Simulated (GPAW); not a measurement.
# Quasiparticle gap of CdF2 (Fm-3m) in GPAW

How does a plane-wave GW calculation on CdF2 (Fm-3m) run from the first input to the gap?

Method: PBE and many-body steps on it, plane waves, in GPAW 26.7.0.

### 1. The structure

Symmetry: Fm-3m, No. 225, cubic system. Conventional cell: a = 5.388 Å, b = 5.388 Å, c = 5.388 Å, α = 90.00°, β = 90.00°, γ = 90.00°. Nearest to Cd lie 8 F at 2.33 Å. Nearest to F lie 4 Cd at 2.33 Å. Farther neighbours and most contacts between anions are not listed.

The cell and positions come from the Crystallography Open Database and are kept as given unless a step says otherwise.

### 2. Ground state

This step: GPAW 26.7.0; DFT, PBE, plane waves, PAW.

The ground-state density comes first.

Contents of run.py:

```python
import json
import numpy as np
from gpaw.mpi import world
from ase import Atoms
from gpaw import GPAW, PW, FermiDirac

atoms = Atoms(['Cd', 'F', 'F'],
    cell=[[0.0000000000, 2.6940000000, 2.6940000000],
      [2.6940000000, 0.0000000000, 2.6940000000],
      [2.6940000000, 2.6940000000, 0.0000000000]],
    scaled_positions=[[0.0000000000, 0.0000000000, 0.0000000000],
      [0.2500000000, 0.2500000000, 0.2500000000],
      [0.7500000000, 0.7500000000, 0.7500000000]],
    pbc=(True, True, True))
calc = GPAW(mode=PW(600),
    xc='PBE',
    kpts={'size': (8, 8, 8), 'gamma': True},
    occupations=FermiDirac(0.001),
    nbands=-7,
    convergence={'density': 1e-6, 'bands': -3},
    maxiter=100,
    txt='gs.txt')
atoms.calc = calc
res = {'energy': atoms.get_potential_energy()}
kpts = calc.get_ibz_k_points()
res['kpts'] = kpts
res['eigenvalues'] = [calc.get_eigenvalues(kpt=k) for k in range(len(kpts))]
res['n_electrons'] = calc.get_number_of_electrons()
calc.write('gs.gpw')

if world.rank == 0:
    with open('result.json', 'w') as f:
        json.dump(res, f, default=lambda x: x.tolist())
```

Command:

```sh
> mpirun -n 8 gpaw python run.py
```

Output:

```text
__  _  _
 | _ |_)|_||  |
 |__||  | ||/\| - 26.7.0

Input parameters:
  mode=PW(ecut=600.0),
  convergence={'density': 1e-06, 'bands': -3},
  kpts=MonkhorstPack(size=(8, 8, 8), gamma=True),
  maxiter=100,
  nbands=-7,
  occupations=Occupations(name='fermi-dirac', width=0.001, fixmagmom=False),
  xc=XC(name='PBE')
  [... matrices ...]
Diagonalizing LCAO Hamiltonian
Converting LCAO to pw mode

                    F

           F

       Cd

Atoms  # Å, Bohr magnetons
|   | symbol |        x |        y |        z |    initial magnetic moments |
| 0 |     Cd | 0.000000 | 0.000000 | 0.000000 | ( 0.0000,  0.0000,  0.0000) |
| 1 |      F | 1.347000 | 1.347000 | 1.347000 | ( 0.0000,  0.0000,  0.0000) |
| 2 |      F | 4.041000 | 4.041000 | 4.041000 | ( 0.0000,  0.0000,  0.0000) |

Unit cell  # Å
| periodic |        x |        y |        z |  lengths |    angles |
|      yes | 0.000000 | 2.694000 | 2.694000 | 3.809891 | 60.000000 |
|      yes | 2.694000 | 0.000000 | 2.694000 | 3.809891 | 60.000000 |
|      yes | 2.694000 | 2.694000 | 0.000000 | 3.809891 | 60.000000 |

Number of symmetries: 48
Symmetry operations  # r_c * U_cc + t_c -> r_c
|    | kind |            matrix            |
|  0 |  σ   |  1, 0, 0,  1, 0,-1,  1,-1, 0 |
|  1 |  C2  |  1, 0, 0,  1,-1, 0,  1, 0,-1 |
|  2 |  E   |  1, 0, 0,  0, 1, 0,  0, 0, 1 |
|  3 |  σ   |  1, 0, 0,  0, 0, 1,  0, 1, 0 |
|  4 |  C4  |  1, 0,-1,  1, 0, 0,  1,-1, 0 |
|  5 |  S6  |  1, 0,-1,  1,-1, 0,  1, 0, 0 |
|  6 |  σ   |  1, 0,-1,  0, 1,-1,  0, 0,-1 |
|  7 |  C3  |  1, 0,-1,  0, 0,-1,  0, 1,-1 |
|  8 |  S6  |  1,-1, 0,  1, 0, 0,  1, 0,-1 |
|  9 |  C4  |  1,-1, 0,  1, 0,-1,  1, 0, 0 |
| 10 |  C3  |  1,-1, 0,  0,-1, 1,  0,-1, 0 |
| 11 |  σ   |  1,-1, 0,  0,-1, 0,  0,-1, 1 |
| 12 |  σ   |  0, 1, 0,  1, 0, 0,  0, 0, 1 |
| 13 |  C4  |  0, 1, 0,  0, 1,-1, -1, 1, 0 |
| 14 |  C3  |  0, 1, 0,  0, 0, 1,  1, 0, 0 |
| 15 |  S6  |  0, 1, 0, -1, 1, 0,  0, 1,-1 |
| 16 |  C2  |  0, 1,-1,  1, 0,-1,  0, 0,-1 |
| 17 |  σ   |  0, 1,-1,  0, 1, 0, -1, 1, 0 |
| 18 |  S4  |  0, 1,-1,  0, 0,-1,  1, 0,-1 |
| 19 |  C4  |  0, 1,-1, -1, 1, 0,  0, 1, 0 |
| 20 |  C3  |  0, 0, 1,  1, 0, 0,  0, 1, 0 |
| 21 |  σ   |  0, 0, 1,  0, 1, 0,  1, 0, 0 |
| 22 |  S6  |  0, 0, 1,  0,-1, 1, -1, 0, 1 |
| 23 |  C4  |  0, 0, 1, -1, 0, 1,  0,-1, 1 |
| 24 |  S4  |  0, 0,-1,  1, 0,-1,  0, 1,-1 |
| 25 |  C3  |  0, 0,-1,  0, 1,-1,  1, 0,-1 |
| 26 |  C2  |  0, 0,-1,  0,-1, 0, -1, 0, 0 |
| 27 |  S6  |  0, 0,-1, -1, 0, 0,  0,-1, 0 |
| 28 |  S4  |  0,-1, 1,  1,-1, 0,  0,-1, 0 |
| 29 |  C4  |  0,-1, 1,  0, 0, 1, -1, 0, 1 |
| 30 |  C2  |  0,-1, 1,  0,-1, 0,  1,-1, 0 |
| 31 |  σ   |  0,-1, 1, -1, 0, 1,  0, 0, 1 |
| 32 |  C3  |  0,-1, 0,  1,-1, 0,  0,-1, 1 |
| 33 |  S6  |  0,-1, 0,  0, 0,-1, -1, 0, 0 |
| 34 |  S4  |  0,-1, 0,  0,-1, 1,  1,-1, 0 |
| 35 |  C2  |  0,-1, 0, -1, 0, 0,  0, 0,-1 |
| 36 |  C2  | -1, 1, 0,  0, 1, 0,  0, 1,-1 |
| 37 |  S6  | -1, 1, 0,  0, 1,-1,  0, 1, 0 |
| 38 |  S4  | -1, 1, 0, -1, 0, 1, -1, 0, 0 |
| 39 |  C3  | -1, 1, 0, -1, 0, 0, -1, 0, 1 |
| 40 |  S6  | -1, 0, 1,  0, 0, 1,  0,-1, 1 |
| 41 |  C2  | -1, 0, 1,  0,-1, 1,  0, 0, 1 |
| 42 |  C3  | -1, 0, 1, -1, 1, 0, -1, 0, 0 |
| 43 |  S4  | -1, 0, 1, -1, 0, 0, -1, 1, 0 |
| 44 |  C2  | -1, 0, 0,  0, 0,-1,  0,-1, 0 |
| 45 |  i   | -1, 0, 0,  0,-1, 0,  0, 0,-1 |
| 46 |  σ   | -1, 0, 0, -1, 1, 0, -1, 0, 1 |
| 47 |  C2  | -1, 0, 0, -1, 0, 1, -1, 1, 0 |

BZ-sampling:
  Number of BZ points: 512
  Number of IBZ points: 29

  Monkhorst-Pack size: [8, 8, 8]
  Monkhorst-Pack shift: [0.0625, 0.0625, 0.0625]

K-points  # in reciprocal-cell coordinates
|     |                                coordinates |     weight |
|   0 | (  0.00000000,   0.00000000,   0.00000000) | 0.00195312 |
|   1 | (  0.12500000,   0.12500000,   0.00000000) | 0.01171875 |
|   2 | (  0.12500000,   0.12500000,   0.12500000) | 0.01562500 |
|   3 | (  0.25000000,   0.12500000,   0.12500000) | 0.02343750 |
|   4 | (  0.25000000,   0.25000000,   0.00000000) | 0.01171875 |
|   5 | (  0.25000000,   0.25000000,   0.12500000) | 0.04687500 |
|   6 | (  0.25000000,   0.25000000,   0.25000000) | 0.01562500 |
|   7 | (  0.37500000,   0.25000000,  -0.37500000) | 0.04687500 |
|   8 | (  0.37500000,   0.25000000,   0.12500000) | 0.04687500 |
|   9 | (  0.37500000,   0.25000000,   0.25000000) | 0.04687500 |
| ... |                                            |            |
|  28 | (  0.50000000,   0.50000000,   0.50000000) | 0.00781250 |

Plane wave coefficients: 1323
Cutoff: 600.0 eV

Spin-components: 1 (collinear spins)
Bands:           20
Projectors:      16
Spin-degeneracy: 2
Datatype:        complex128

  Storage: CPU
  Wave functions: 11_980_480 bytes (1_497_560 per core)
  Projectors: 13_777_552 bytes (1_722_194 per core)
  [... matrices ...]
Parallelization:
  kpt:    8
  domain: 1
  band:   1

Density:
  Valence electrons: 26.0
  Components: 1
  Grid points: [24 24 24]
  Charge: 0.0  # |e|

Potential:
  Grid points: [24 24 24]

species:
  Cd:
    name:    Cadmium
    Z:       48.0
    valence: 12
    core:    36
    charge:  0.0  # [|e|]
    compensation charges:
      type: gauss
      rc: 0.38  # [Å]
      lmax: 2
    cutoffs:
      filter: 2.12  # [Å]
      core: 2.62  # [Å]
    projectors
    | kind |    occ | energy [eV] | rcut [Å] |
    |   5s |  2.000 |      -5.655 |    1.191 |
    |   5p |  0.000 |      -1.186 |    1.228 |
    |   4d | 10.000 |     -11.739 |    1.164 |
    |    s |        |      21.556 |    1.191 |
    |    p |        |      26.026 |    1.228 |
    |    d |        |      15.473 |    1.164 |

    Using partial waves for Cd as LCAO basis

  F:
    name:    Fluorine
    Z:       9.0
    valence: 7
    core:    2
    charge:  0.0  # [|e|]
    compensation charges:
      type: gauss
      rc: 0.20  # [Å]
      lmax: 2
    cutoffs:
      filter: 1.14  # [Å]
      core: 0.74  # [Å]
    projectors
    | kind |    occ | energy [eV] | rcut [Å] |
    |   2s |  2.000 |     -29.898 |    0.635 |
    |   2p |  5.000 |     -11.110 |    0.635 |
    |    s |        |      -2.687 |    0.635 |
    |    p |        |      16.102 |    0.635 |
    |    d |        |       0.000 |    0.635 |

    Using partial waves for F as LCAO basis

Reference energy: -157601.279907  # eV

eigensolver:
  PPCG
  Converge bands: -3
  niter=2

density mixing:
  MSR1-Mixer
  Pratt-step length: 0.05
  Maximum mixing coefficient: 0.75
  Old densities: 10
  SVD Regularization: 0.005
  Good broyden scale: 1.0
  Trust region scale: 1.0
  Backstep threshold: 4.0
  History deletion threshold: 6.0
  Fourier metric: weight=20.0, sigma=0.015

occupation numbers:
  Fermi-Dirac:
    width: 0.0010  # eV

poisson solver:
  ecut: 4800.0  # eV

xc functional:
  name: PBE with 2 nearest neighbor stencil

Initialization done in: 1.166 s

convergence criteria:
- Maximum integral of absolute [dens]ity change: 1e-06 electrons / valence electron
- Maximum [total energy] change in last 3 cyles: 0.0005 eV / valence electron
- Maximum integral of absolute [eigenst]ate change: 4e-08 eV^2 / valence electron
maximum number of iterations: 100

SCF iterations
|iter     |     time |      energy | eigst |  dens |
|iter:   1|  |  -12.515341 | +0.34 |       |
|iter:   2|  |  -12.105078 | -1.16 | -1.05 |
|iter:   3|  |  -10.939953 | -0.54 | -1.09 |
|iter:   4|  |  -10.927060 | -2.91 | -1.55 |
|iter:   5|  |  -10.925332 | -3.18 | -1.86 |
|iter:   6|  |  -10.925450c| -4.93 | -3.00 |
|iter:   7|  |  -10.925476c| -5.69 | -3.39 |
|iter:   8|  |  -10.925476c| -7.51c| -4.70 |
|iter:   9|  |  -10.925476c| -7.54c| -5.18 |
|iter:  10|  |  -10.925476c| -7.83c| -5.62 |
|iter:  11|  |  -10.925476c| -9.06c| -6.71c|

Converged in 11 steps
SCF loop duration: 2.342 s (0.213 s/step)
Energy contributions relative to reference atoms: (reference = -157601.279907)
  [... matrices ...]
Energy contributions:
  Kinetic:          39.185971
  Coulomb:         -35.028659
  Zero:              0.370451
  External:          0.000000
  Xc:              -15.453238
  Entropy:          -0.000000
  Spinorbit:         0.000000
  ----------------------------
  Free energy:     -10.925476
  Extrapolated:    -10.925476

dipole moment: (-17.348626, -17.348626, -17.348626)  # |e|*Ang

Fermi level: 2.588
Eigenvalues  # (at kpt = [0.000, 0.000, 0.000])
| band index |      eig [eV] | occ [0-2] |
|          0 |       -18.965 |     2.000 |
|        ... |               |           |
|          5 |        -2.456 |     2.000 |
|          6 |        -2.456 |     2.000 |
|          7 |         0.873 |     2.000 |
|          8 |         0.873 |     2.000 |
|          9 |         0.873 |     2.000 |
|         10 |         1.405 |     2.000 |
|         11 |         1.405 |     2.000 |
|         12 |         1.405 |     2.000 |
|         13 |         4.943 |     0.000 |
|         14 |        14.525 |     0.000 |
|         15 |        14.525 |     0.000 |
|         16 |        14.525 |     0.000 |
|         17 |        19.522 |     0.000 |
|         18 |        21.752 |     0.000 |
|         19 |        21.752 |     0.000 |

Gap: 3.068 eV
Transition (v -> c):
  (s=0, k=16, n=12, [0.50, 0.25, -0.25]) -> (s=0, k=0, n=13, [0.00, 0.00, 0.00])
Direct/indirect transitions are different
Direct gap: 3.538 eV
Transition at: (s=0, k=0, n=12, [0.00, 0.00, 0.00])
# Writing to gs.gpw (mode='')
  [... matrices ...]
```

Elapsed: 5 s, on 8 MPI ranks of Arm Neoverse V2, shared host; peak memory 1.3 GiB; 39 s of CPU time.

Numbers from this step:

* total energy: -10.93 eV
* gap: 3.068 eV
* k of the valence top: 0.5, 0.25, -0.25
* k of the conduction bottom: 0, 0, 0
* least direct gap: 3.538 eV

The gap is indirect, with the least direct gap 0.47 eV higher.

### 3. Bands along the symmetry lines

Levels along a band path, at the cheap level, show where the edges lie and whether the meshes to come will hold them.

Contents of run.py:

```python
import json
import numpy as np
from gpaw.mpi import world
from gpaw import GPAW

path = [[0.000000, 0.000000, 0.000000],
    [0.062500, 0.000000, 0.062500],
    [0.125000, 0.000000, 0.125000],
    [0.187500, 0.000000, 0.187500],
    [0.250000, 0.000000, 0.250000],
    [0.312500, 0.000000, 0.312500],
    [0.375000, 0.000000, 0.375000],
    [0.437500, 0.000000, 0.437500],
    [0.500000, 0.000000, 0.500000],
    [0.515625, 0.031250, 0.515625],
    [0.531250, 0.062500, 0.531250],
    [0.546875, 0.093750, 0.546875],
    [0.562500, 0.125000, 0.562500],
    [0.578125, 0.156250, 0.578125],
    [0.593750, 0.187500, 0.593750],
    [0.609375, 0.218750, 0.609375],
    [0.625000, 0.250000, 0.625000],
    [0.375000, 0.375000, 0.750000],
    [0.328125, 0.328125, 0.656250],
    [0.281250, 0.281250, 0.562500],
    [0.234375, 0.234375, 0.468750],
    [0.187500, 0.187500, 0.375000],
    [0.140625, 0.140625, 0.281250],
    [0.093750, 0.093750, 0.187500],
    [0.046875, 0.046875, 0.093750],
    [0.000000, 0.000000, 0.000000],
    [0.062500, 0.062500, 0.062500],
    [0.125000, 0.125000, 0.125000],
    [0.187500, 0.187500, 0.187500],
    [0.250000, 0.250000, 0.250000],
    [0.312500, 0.312500, 0.312500],
    [0.375000, 0.375000, 0.375000],
    [0.437500, 0.437500, 0.437500],
    [0.500000, 0.500000, 0.500000],
    [0.500000, 0.468750, 0.531250],
    [0.500000, 0.437500, 0.562500],
    [0.500000, 0.406250, 0.593750],
    [0.500000, 0.375000, 0.625000],
    [0.500000, 0.343750, 0.656250],
    [0.500000, 0.312500, 0.687500],
    [0.500000, 0.281250, 0.718750],
    [0.500000, 0.250000, 0.750000],
    [0.500000, 0.218750, 0.718750],
    [0.500000, 0.187500, 0.687500],
    [0.500000, 0.156250, 0.656250],
    [0.500000, 0.125000, 0.625000],
    [0.500000, 0.093750, 0.593750],
    [0.500000, 0.062500, 0.562500],
    [0.500000, 0.031250, 0.531250],
    [0.500000, 0.000000, 0.500000]]
calc = GPAW('gs.gpw').fixed_density(kpts=path,
    symmetry='off',
    nbands=23,
    convergence={'bands': 19},
    txt='bands.txt')
res = {}
kpts = calc.get_ibz_k_points()
res['kpts'] = kpts
res['eigenvalues'] = [calc.get_eigenvalues(kpt=k) for k in range(len(kpts))]
res['n_electrons'] = calc.get_number_of_electrons()

if world.rank == 0:
    with open('result.json', 'w') as f:
        json.dump(res, f, default=lambda x: x.tolist())
```

Command:

```sh
> mpirun -n 8 gpaw python run.py
```

Output:

```text
Diagonalizing LCAO Hamiltonian
Converting LCAO to pw mode
convergence criteria:
- Maximum integral of absolute [eigenst]ate change: 4e-08 eV^2 / valence electron
maximum number of iterations: 100

SCF iterations
|iter     |     time |      energy | eigst |  dens |
|iter:   1|  |             | +2.04 |       |
|iter:   2|  |             | +0.47 |       |
|iter:   3|  |             | -0.82 |       |
[...]
|iter:   7|  |             | -5.32 |       |
|iter:   8|  |             | -6.36 |       |
|iter:   9|  |             | -7.57c|       |
SCF steps: 9
  __  _  _
 | _ |_)|_||  |
 |__||  | ||/\| - 26.7.0

Input parameters:
  mode=PW(ecut=600.0),
  convergence={'bands': 19},
  gpts=array([24, 24, 24]),
  kpts=KPoints(kpts=array([[0.      , 0.      , 0.      ],
         [0.0625  , 0.      , 0.0625  ],
         [0.125   , 0.      , 0.125   ],
         [0.1875  , 0.      , 0.1875  ],
[...]
[0.515625, 0.03125 , 0.515625],
[...]
[0.546875, 0.09375 , 0.546875],
[...]
[0.578125, 0.15625 , 0.578125],
[...]
[0.609375, 0.21875 , 0.609375],
[...]
[0.328125, 0.328125, 0.65625 ],
[...]
[0.234375, 0.234375, 0.46875 ],
[...]
[0.140625, 0.140625, 0.28125 ],
[...]
[0.046875, 0.046875, 0.09375 ],
[...]
[0.5     , 0.0625  , 0.5625  ],
         [0.5     , 0.03125 , 0.53125 ],
         [0.5     , 0.      , 0.5     ]])),
  maxiter=100,
  nbands=23,
  occupations=Occupations(name='fermi-dirac', width=0.001, fixmagmom=False),
  parallel={},
  symmetry=Symmetry(point_group=False, time_reversal=False),
  xc=XC(name='PBE')
```

Elapsed: 5.6 s, on 8 MPI ranks; peak memory 1.4 GiB.

Numbers from this step:

| Item | Value |
| --- | --- |
| gap | 3.068 eV |
| k of the valence top | 0.5, 0.25, 0.75 |
| k of the conduction bottom | 0, 0, 0 |
| least direct gap | 3.538 eV |

The gap is 3.068 eV, as in the run before at this level.

Electronic bands along the path, in eV, zero at the top of the highest filled band:

| point | band 10 | band 11 | band 12 | band 13 | band 14 | band 15 | band 16 | band 17 |
| --- | --- | --- | --- | --- | --- | --- | --- | --- |
| Γ | -1.00 | -0.47 | -0.47 | -0.47 | 3.07 | 12.65 | 12.65 | 12.65 |
| halfway | -1.85 | -0.49 | -0.31 | -0.31 | 5.29 | 10.63 | 13.52 | 13.52 |
| X | -2.99 | -0.53 | -0.09 | -0.09 | 8.01 | 9.63 | 11.94 | 14.25 |
| halfway | -2.69 | -0.59 | -0.24 | -0.12 | 8.03 | 9.93 | 11.73 | 14.19 |
| U | -2.31 | -0.97 | -0.36 | -0.20 | 7.97 | 10.72 | 11.13 | 14.44 |
| jump to K | -2.31 | -0.97 | -0.36 | -0.20 | 7.97 | 10.72 | 11.13 | 14.44 |
| halfway | -1.44 | -1.13 | -0.43 | -0.41 | 5.59 | 10.63 | 13.06 | 13.91 |
| Γ | -1.00 | -0.47 | -0.47 | -0.47 | 3.07 | 12.65 | 12.65 | 12.65 |
| halfway | -1.38 | -1.12 | -0.43 | -0.43 | 4.95 | 10.79 | 13.48 | 13.48 |
| L | -1.87 | -1.87 | -0.38 | -0.38 | 7.18 | 9.13 | 14.46 | 14.46 |
| halfway | -1.89 | -1.51 | -0.47 | -0.23 | 7.56 | 9.82 | 12.92 | 13.92 |
| W | -1.54 | -1.54 | -0.63 | 0.00 | 8.08 | 11.50 | 11.66 | 11.66 |
| halfway | -2.51 | -0.58 | -0.54 | -0.04 | 8.05 | 10.22 | 11.69 | 13.34 |
| X | -2.99 | -0.53 | -0.09 | -0.09 | 8.01 | 9.63 | 11.94 | 14.25 |

The electronic bands as a text plot (rows in eV, shown from -4.7 to 9.1 only):

```
    8.8 |
    8.2 |            ++++++                              ++++++++
    7.6 |          ++      +                         ++++
    7.1 |         +         ++                  +++++
    6.5 |                     ++               +
    5.9 |       ++                           ++
    5.3 |     ++                +
    4.8 |    +                   ++         +
    4.2 |                                  +
    3.6 |  ++                      ++    ++
    3.0 |++                          ++++
    2.5 |
    1.9 |
    1.3 |
    0.7 |
    0.2 |          *****                                *********
   -0.4 |********************************************************
   -1.0 |****            **     *************               *
   -1.6 |  ***             **********    ** ***** **********
   -2.1 |    *****       *****   **        **  *********    *
   -2.7 |     *************     *            *******    *********
   -3.3 |          *************                    *************
   -3.9 |          ****                          *****         **
   -4.4 |********************************************************
         Γ           X  U|K            Γ         L        W     X
```

### 4. Empty states on the mesh, 6×6×6 mesh, 215 bands

The sums over transitions need many empty states on a uniform mesh; this step solves for them.

Contents of run.py:

```python
import json
import numpy as np
from gpaw.mpi import world
from gpaw import GPAW

calc = GPAW('gs.gpw').fixed_density(kpts={'size': (6, 6, 6), 'gamma': True},
    parallel={'domain': 1, 'band': 1},
    txt='nscf.txt')
calc.diagonalize_full_hamiltonian(nbands=215)
calc.write('full.gpw', mode='all')
res = {}
kpts = calc.get_ibz_k_points()
res['kpts'] = kpts
res['eigenvalues'] = [calc.get_eigenvalues(kpt=k) for k in range(len(kpts))]
res['n_electrons'] = calc.get_number_of_electrons()

if world.rank == 0:
    with open('result.json', 'w') as f:
        json.dump(res, f, default=lambda x: x.tolist())
```

Command:

```sh
> mpirun -n 8 gpaw python run.py
```

Output:

```text
Diagonalizing LCAO Hamiltonian
Converting LCAO to pw mode
convergence criteria:
- Maximum integral of absolute [eigenst]ate change: 4e-08 eV^2 / valence electron
maximum number of iterations: 100

SCF iterations
|iter     |     time |      energy | eigst |  dens |
|iter:   1|  |             | +0.49 |       |
|iter:   2|  |             | -0.97 |       |
|iter:   3|  |             | -2.53 |       |
|iter:   4|  |             | -4.00 |       |
|iter:   5|  |             | -5.51 |       |
|iter:   6|  |             | -6.81 |       |
|iter:   7|  |             | -7.70c|       |
SCF steps: 7
  __  _  _
 | _ |_)|_||  |
 |__||  | ||/\| - 26.7.0

Input parameters:
  mode=PW(ecut=600.0),
  convergence={'density': 1e-06, 'bands': -3},
  gpts=array([24, 24, 24]),
  kpts=MonkhorstPack(size=(6, 6, 6), gamma=True),
  maxiter=100,
  nbands=20,
  occupations=Occupations(name='fermi-dirac', width=0.001, fixmagmom=False),
  parallel={'domain': 1, 'band': 1},
  xc=XC(name='PBE')
Matrix size: 1311x1311
# Writing to full.gpw (mode='all')
  [... matrices ...]

timing:  # [seconds]
  Total: 4.720  # ━━━━━━━━━━━━━━━━━━━━━━━━━━━━━━━━━━━━━━━━━━━━━━━━━━━━━━━━━━━
```

Run time: 8.1 s. Hardware: 8 MPI ranks; peak memory 2.4 GiB; 64 s of CPU time.

Numbers from this step:

- gap: 3.088 eV
- k of the valence top: 0.5, 0.3333, -0.1667
- k of the conduction bottom: 0, 0, 0
- least direct gap: 3.538 eV
- k points computed: 16
- lowest point of the top converged band, above the valence top: 164.7007 eV

On this mesh the gap is 3.088 eV.

(Continued in part 2 of 2.)

[Paths, hosts, dates, memory and timing lines, banners, echoed tables and standing remarks are left out of the program output.]

[Logs are printed without paths, hosts, clocks, repeated set-up lines and the standing remarks that a program may print on its own settings, such as how far it seeks lower states.]

[Runs of the session that timed out or met a known fault of the program may be left out.]

[Hosts, paths, dates, database ids (printed as entryN), source tags and the programs' standing remarks are cut or masked in the printed files.]
